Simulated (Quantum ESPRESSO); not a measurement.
# Magnetic state of CsNiCl3 from several starts, part 2 of 2

Wanted: the moments of CsNiCl3 and the energy of each order that was tried.

Quantum ESPRESSO 7.5; LDA with U = 6 eV on Ni d (ortho-atomic projectors); plane waves with GBRV 1.5 LDA potentials, no spin-orbit coupling.

So far, absolute magnetization (μB): step 2 (start 1: ferro ++) 4.10.

**3. Run 2, typed as antiferro +−**

pw.in reads:

```
&CONTROL
  calculation = 'scf'
  prefix = 'pwscf'
  outdir = './tmp'
  pseudo_dir = './pseudo'
  disk_io = 'nowf'
/
&SYSTEM
  ibrav = 0
  celldm(1) = 8
  nat = 10
  ntyp = 4
  ecutwfc = 40
  ecutrho = 280
  nbnd = 62
  occupations = 'smearing'
  smearing = 'fd'
  degauss = 0.00367493
  nspin = 2
  starting_magnetization(1) = 0
  starting_magnetization(2) = 0.1111
  starting_magnetization(3) = -0.1111
  starting_magnetization(4) = 0
/
&ELECTRONS
  conv_thr = 2d-08
  electron_maxstep = 150
  mixing_beta = 0.3
/
ATOMIC_SPECIES
Cs    132.9055 cs_lda_v1.uspp.F.UPF
Ni1    58.6934 ni_lda_v1.4.uspp.F.UPF
Ni2    58.6934 ni_lda_v1.4.uspp.F.UPF
Cl     35.4500 cl_lda_v1.4.uspp.F.UPF
CELL_PARAMETERS alat
   1.6815019272686    0.0000000000000    0.0000000000000
  -0.8407509636343    1.4562233855177    0.0000000000000
   0.0000000000000    0.0000000000000    1.3956808509189
ATOMIC_POSITIONS crystal
Cs      0.3333333333    0.6666666667    0.7500000000
Cs      0.6666666667    0.3333333333    0.2500000000
Ni1     0.0000000000    0.0000000000    0.0000000000
Ni2     0.0000000000    0.0000000000    0.5000000000
Cl      0.1543200000    0.3086400000    0.2500000000
Cl      0.8456800000    0.1543200000    0.7500000000
Cl      0.6913600000    0.8456800000    0.2500000000
Cl      0.8456800000    0.6913600000    0.7500000000
Cl      0.1543200000    0.8456800000    0.2500000000
Cl      0.3086400000    0.1543200000    0.7500000000
K_POINTS automatic
4 4 4 0 0 0
HUBBARD {ortho-atomic}
U Ni1-3d 6.0000
U Ni2-3d 6.0000
```

On the command line:

```sh
$ OMP_NUM_THREADS=1 mpirun -n 4 pw.x -nk 4 -in pw.in > pw.out
```

What it wrote:

```text
[banner, memory and clock lines left out]
Program PWSCF v.7.5 starts

     Message from routine setup:
     using ibrav=0 with symmetry is DISCOURAGED, use correct ibrav instead

     bravais-lattice index     =            0
     lattice parameter (alat)  =       8.0000  a.u.
     unit-cell volume          =    1749.7720 (a.u.)^3
     number of atoms/cell      =           10
     number of atomic types    =            4
     number of electrons       =        96.00
     number of Kohn-Sham states=           62
     kinetic-energy cutoff     =      40.0000  Ry
     charge density cutoff     =     280.0000  Ry
     scf convergence threshold =      2.0E-08
     mixing beta               =       0.3000
     number of iterations used =            8  plain     mixing
     Exchange-correlation=  SLA  PZ   NOGX NOGC
                           (   1   1   0   0   0   0   0)
     Hubbard projectors: ortho-atomic
     Hubbard parameters of DFT+U (Dudarev formulation) in eV:
     U(Ni1-3d) =  6.0000
     U(Ni2-3d) =  6.0000

     Internal variables: lda_plus_u =T, lda_plus_u_kind = 0

     Internal variables: orbital_resolved =F, hub_pot_fix =F, apply_U = F

     celldm(1)=   8.000000  celldm(2)=   0.000000  celldm(3)=   0.000000
     celldm(4)=   0.000000  celldm(5)=   0.000000  celldm(6)=   0.000000

     crystal axes: (cart. coord. in units of alat)
               a(1) = (   1.681502   0.000000   0.000000 )
               a(2) = (  -0.840751   1.456223   0.000000 )
               a(3) = (   0.000000   0.000000   1.395681 )

     reciprocal axes: (cart. coord. in units 2 pi/alat)
               b(1) = (  0.594706  0.343354 -0.000000 )
               b(2) = (  0.000000  0.686708  0.000000 )
               b(3) = (  0.000000 -0.000000  0.716496 )

     PseudoPot. # 1 for Cs read from file:
     cs_lda_v1.uspp.F.UPF
     Pseudo is Ultrasoft + core correction, Zval =  9.0

     PseudoPot. # 2 for Ni read from file:
     ni_lda_v1.4.uspp.F.UPF
     Pseudo is Ultrasoft + core correction, Zval = 18.0

     PseudoPot. # 3 for Ni read from file:
     ni_lda_v1.4.uspp.F.UPF
     Pseudo is Ultrasoft + core correction, Zval = 18.0

     PseudoPot. # 4 for Cl read from file:
     cl_lda_v1.4.uspp.F.UPF
     Pseudo is Ultrasoft + core correction, Zval =  7.0

     atomic species   valence    mass     pseudopotential
     Cs                9.00   132.90550     Cs( 1.00)
     Ni1              18.00    58.69340     Ni( 1.00)
     Ni2              18.00    58.69340     Ni( 1.00)
     Cl                7.00    35.45000     Cl( 1.00)

     Starting magnetic structure
     atomic species   magnetization
     Cs              0.000
     Ni1             0.111
     Ni2            -0.111
     Cl              0.000

     12 Sym. Ops., with inversion, found

   Cartesian axes

     site n.     atom                  positions (alat units)
         1        Cs     tau(   1) = (  -0.0000000   0.9708156   1.0467606  )
         2        Cs     tau(   2) = (   0.8407510   0.4854078   0.3489202  )
         3        Ni1    tau(   3) = (   0.0000000   0.0000000   0.0000000  )
         4        Ni2    tau(   4) = (   0.0000000   0.0000000   0.6978404  )
         5        Cl     tau(   5) = (   0.0000000   0.4494488   0.3489202  )
         6        Cl     tau(   6) = (   1.2922679   0.2247244   1.0467606  )
         7        Cl     tau(   7) = (   0.4515169   1.2314990   0.3489202  )
         8        Cl     tau(   8) = (   0.8407510   1.0067746   1.0467606  )
         9        Cl     tau(   9) = (  -0.4515169   1.2314990   0.3489202  )
        10        Cl     tau(  10) = (   0.3892341   0.2247244   1.0467606  )

     number of k points=    13  Fermi-Dirac smearing, width (Ry)=  0.0037
                       cart. coord. in units 2pi/alat
        k(    1) = (   0.0000000   0.0000000   0.0000000), wk =   0.0156250
        k(    2) = (   0.0000000   0.0000000   0.1791240), wk =   0.0312500
        k(    3) = (   0.0000000   0.0000000  -0.3582481), wk =   0.0156250
        k(    4) = (   0.0000000   0.1716770   0.0000000), wk =   0.0937500
        k(    5) = (   0.0000000   0.1716770   0.1791240), wk =   0.0937500
        [... 8 further k-points ...]

     Dense  grid:   138383 G-vectors     FFT dimensions: (  72,  72,  60)

     Smooth grid:    59757 G-vectors     FFT dimensions: (  60,  60,  45)

     Check: negative core charge=   -0.000003
     Generating pointlists ...
     new r_m :   0.3471 (alat units)  2.7770 (a.u.) for type    1
     new r_m :   0.2347 (alat units)  1.8777 (a.u.) for type    2
     new r_m :   0.2347 (alat units)  1.8777 (a.u.) for type    3
     new r_m :   0.2347 (alat units)  1.8777 (a.u.) for type    4

     Initial potential from superposition of free atoms

     starting charge      91.9363, renormalised to      96.0000

     negative rho (up, down):  4.535E-02 4.535E-02

     STARTING HUBBARD OCCUPATIONS:

     =================== HUBBARD OCCUPATIONS ===================
     ------------------------ ATOM    3 ------------------------
     Tr[ns(  3)] (up, down, total) =   5.00000  3.00000  8.00000
     Atomic magnetic moment for atom   3 =   2.00000
     [... lines left out ...]
     ------------------------ ATOM    4 ------------------------
     Tr[ns(  4)] (up, down, total) =   3.00000  5.00000  8.00000
     Atomic magnetic moment for atom   4 =  -2.00000
     [... lines left out ...]
     Number of occupied Hubbard levels =   16.0000

     Atomic wfc used for Hubbard projectors are orthogonalized

     Starting wfcs are   76 randomized atomic wfcs

     Self-consistent Calculation

     iteration #  1     ecut=    40.00 Ry     beta= 0.30
     Davidson diagonalization with overlap
     ethr =  1.00E-02,  avg # of iterations =  4.8

     =================== HUBBARD OCCUPATIONS ===================
     ------------------------ ATOM    3 ------------------------
     Tr[ns(  3)] (up, down, total) =   4.77136  2.78598  7.55734
     Atomic magnetic moment for atom   3 =   1.98538
     [... lines left out ...]
     ------------------------ ATOM    4 ------------------------
     Tr[ns(  4)] (up, down, total) =   2.78658  4.77112  7.55770
     Atomic magnetic moment for atom   4 =  -1.98455
     [... lines left out ...]
     Number of occupied Hubbard levels =   15.1150

     negative rho (up, down):  4.430E-02 4.431E-02

     total energy              =   -1011.20130293 Ry
     estimated scf accuracy    <       8.16407930 Ry

     total magnetization       =    -0.00 Bohr mag/cell
     absolute magnetization    =     4.60 Bohr mag/cell

     iteration #  2     ecut=    40.00 Ry     beta= 0.30
     Davidson diagonalization with overlap
     ethr =  8.50E-03,  avg # of iterations =  3.0

     negative rho (up, down):  4.345E-02 4.345E-02

     total energy              =   -1012.49266286 Ry
     estimated scf accuracy    <       1.90463975 Ry

     total magnetization       =    -0.00 Bohr mag/cell
     absolute magnetization    =     3.31 Bohr mag/cell

     [... further iterations left out ...]

     iteration # 13     ecut=    40.00 Ry     beta= 0.30
     Davidson diagonalization with overlap
     ethr =  6.38E-10,  avg # of iterations =  5.9

     negative rho (up, down):  4.179E-02 4.179E-02

     total energy              =   -1012.83723225 Ry
     estimated scf accuracy    <       0.00000012 Ry

     total magnetization       =     0.00 Bohr mag/cell
     absolute magnetization    =     3.81 Bohr mag/cell

     iteration # 14     ecut=    40.00 Ry     beta= 0.30
     Davidson diagonalization with overlap
     ethr =  1.27E-10,  avg # of iterations =  3.1

     negative rho (up, down):  4.178E-02 4.178E-02

     Magnetic moment per site  (integrated on atomic sphere of radius R)
     atom   1 (R=0.347)  charge=  7.3876  magn= -0.0000
     atom   2 (R=0.347)  charge=  7.3876  magn= -0.0000
     atom   3 (R=0.235)  charge= 16.2341  magn=  1.6269
     atom   4 (R=0.235)  charge= 16.2341  magn= -1.6269
     atom   5 (R=0.235)  charge=  5.2437  magn= -0.0000
     atom   6 (R=0.235)  charge=  5.2437  magn= -0.0000
     atom   7 (R=0.235)  charge=  5.2437  magn= -0.0000
     atom   8 (R=0.235)  charge=  5.2437  magn= -0.0000
     atom   9 (R=0.235)  charge=  5.2437  magn= -0.0000
     atom  10 (R=0.235)  charge=  5.2437  magn= -0.0000

     End of self-consistent calculation

     =================== HUBBARD OCCUPATIONS ===================
     ------------------------ ATOM    3 ------------------------
     Tr[ns(  3)] (up, down, total) =   4.97021  3.35081  8.32102
     Atomic magnetic moment for atom   3 =   1.61940
     [... lines left out ...]
     ------------------------ ATOM    4 ------------------------
     Tr[ns(  4)] (up, down, total) =   3.35081  4.97021  8.32103
     Atomic magnetic moment for atom   4 =  -1.61940
     [... lines left out ...]
     Number of occupied Hubbard levels =   16.6421

     [... lines left out ...]
     the Fermi energy is     5.1660 ev

!    total energy              =   -1012.83723238 Ry
     estimated scf accuracy    <       0.00000002 Ry
     smearing contrib. (-TS)   =      -0.00000000 Ry
     internal energy E=F+TS    =   -1012.83723238 Ry

     The total energy is F=E-TS. E is the sum of the following terms:
     one-electron contribution =    -902.96491645 Ry
     hartree contribution      =     484.60846923 Ry
     xc contribution           =    -186.87871637 Ry
     ewald contribution        =    -407.76708713 Ry
     Hubbard energy            =       0.16501834 Ry

     total magnetization       =     0.00 Bohr mag/cell
     absolute magnetization    =     3.81 Bohr mag/cell

     convergence has been achieved in  14 iterations
```

Run time: 1.7 min. Hardware: 4 MPI ranks of Intel Xeon Platinum 8488C (Sapphire Rapids), shared host; peak memory 1.3 GiB.

Spin moment in the atom's sphere by atom:

```tsv
atom	spin moment in the atom's sphere (μB)
Cs1	0.00
Cs2	0.00
Ni3	1.63
Ni4	-1.63
Cl5	0.00
Cl6	0.00
Cl7	0.00
Cl8	0.00
Cl9	0.00
Cl10	0.00
```

This step gave:

```yaml
smearing_term_ts: 7.35e-11 eV
magnetization: 0 μB
absolute_magnetization: 3.811 μB
final_state: antiferromagnetic
```

**4. Energies of the orders**

An order is kept where moments of 0.15 μB or more survive with the typed signs; meshes match where a doubled cell samples the same k points as the first cell.

Orders:

```tsv
start	final state	typed order kept	energy over the lowest (meV a seeded atom)	largest site moment (μB)	net moment (μB a cell of the first run)	mesh matched	CPU time (s)
ferro ++	ferromagnetic	yes	3.928	1.627	4	yes	417.1
antiferro +-	antiferromagnetic	yes	0	1.627	0	yes	401.2
```

**5. Occupations of the corrected shells in the lowest state**

Occupations of the Hubbard shells:

```tsv
block	type	shell	spin	electrons	occupation numbers
3	Ni1	3d	up	4.97	0.992 0.994 0.994 0.995 0.995
3	Ni1	3d	down	3.351	0.192 0.192 0.986 0.990 0.990
4	Ni2	3d	up	3.351	0.192 0.192 0.986 0.990 0.990
4	Ni2	3d	down	4.97	0.992 0.994 0.994 0.995 0.995
```

**6. Results**

```yaml
lowest_state_found: antiferromagnetic (from antiferro +-)
largest_site_moment: 1.63 μB
next_state_with_moments: ferromagnetic, 3.93 meV a seeded atom higher
```

Only these 2 starts were compared; other wavevectors, canted and longer-period orders were not.

[Logs and program files are shortened in this print: banners, set-up blocks, solver, clock and traceback lines can be left out without a mark of their own.]

[Logs are printed without paths, hosts, clocks, repeated set-up lines and the standing remarks that a program may print on its own settings, such as how far it seeks lower states.]

[Hosts, paths, dates, database ids (printed as entryN), source tags and the programs' standing remarks are cut or masked in the printed files.]

[Where a cell is said to come from a database of computed structures, the database is the Materials Project.]
